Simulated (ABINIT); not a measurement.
```
! title: BN (P6_3/mmc): G0W0 with ABINIT, start to end
! method: RPA screening on PBE, plane waves, norm-conserving pseudopotentials (and 2 further levels or steps)
! program: ABINIT 10.8.3
! settings: cutoff 36 Ha, PseudoDojo scalar-relativistic 0.4.1 standard, norm-conserving, ngkpt (6, 6, 2), nband 66, ecuteps 5 Ha, inclvkb 2, shiftk (0, 0, 0), symchi 1, awtr 1, frequency ppm, 6×6×2 k-mesh
! cost: 5 runs, 53 s in all on 8 MPI ranks of Arm Neoverse V2, shared host
! notes: The program’s warnings: nkpt*nsppol () is not a multiple of nproc spkpt (). The cell and positions come from the Crystallography Open Database and are kept as given unless a step says otherwise. Local fields lower the RPA ε∞ on this mesh from 4.55 to 4.24; a Γ-centred mesh this coarse tends to raise both, most where the direct gap is narrow, while a short band sum lowers them. The 6×6×2 mesh is coarse for this cell, which bears on the long-range parts of exchange and screening.
! PBE gap: 4.29 eV, indirect
! G0W0 gap on the mesh: 5.55 eV
! G0W0 gap over the zone (rigid shift): 5.53 eV
! GW settings: 6×6×2 mesh, 66 bands, screening to 136.1 eV, Godby-Needs plasmon pole
! known limits: short of the basis limit; coarse k mesh
CELL_PARAMETERS angstrom
2.50399 0.00000 0.00000
-1.25199 2.16852 0.00000
0.00000 0.00000 6.66120
ATOMIC_POSITIONS crystal
B 0.33333 0.66667 0.25000
B 0.66667 0.33333 0.75000
N 0.33333 0.66667 0.75000
N 0.66667 0.33333 0.25000
```

[Long decimals in the printed logs are rounded to 6 places.]

[Logs are printed without paths, hosts, clocks, repeated set-up lines and the standing remarks that a program may print on its own settings, such as how far it seeks lower states.]

[Paths, hosts, dates, memory and timing lines, banners, echoed tables and standing remarks are left out of the program output; an Ansatz launch command may be rebuilt from the run's recorded settings. Measured values are a selection of at most five: reports struck by readers or far from the other reports are left out. None is set beside runs whose start may be inverted or whose files or cutoffs have a known fault.]

[Runs of the session that timed out or met a known fault of the program may be left out.]

[Hosts, paths, dates, database ids (printed as entryN), source tags and the programs' standing remarks are cut or masked in the printed files.]

[G0W0 gaps are taken among the corrected bands and points alone; a level outside them can change the order at an edge.]

[Where Ansatz stands beside ABINIT at settings called matched, ABINIT's density can come from a denser mesh and the files from another edition; pairs whose starting gaps differed by over 0.03 eV were left out, so agreement reads better than it is.]
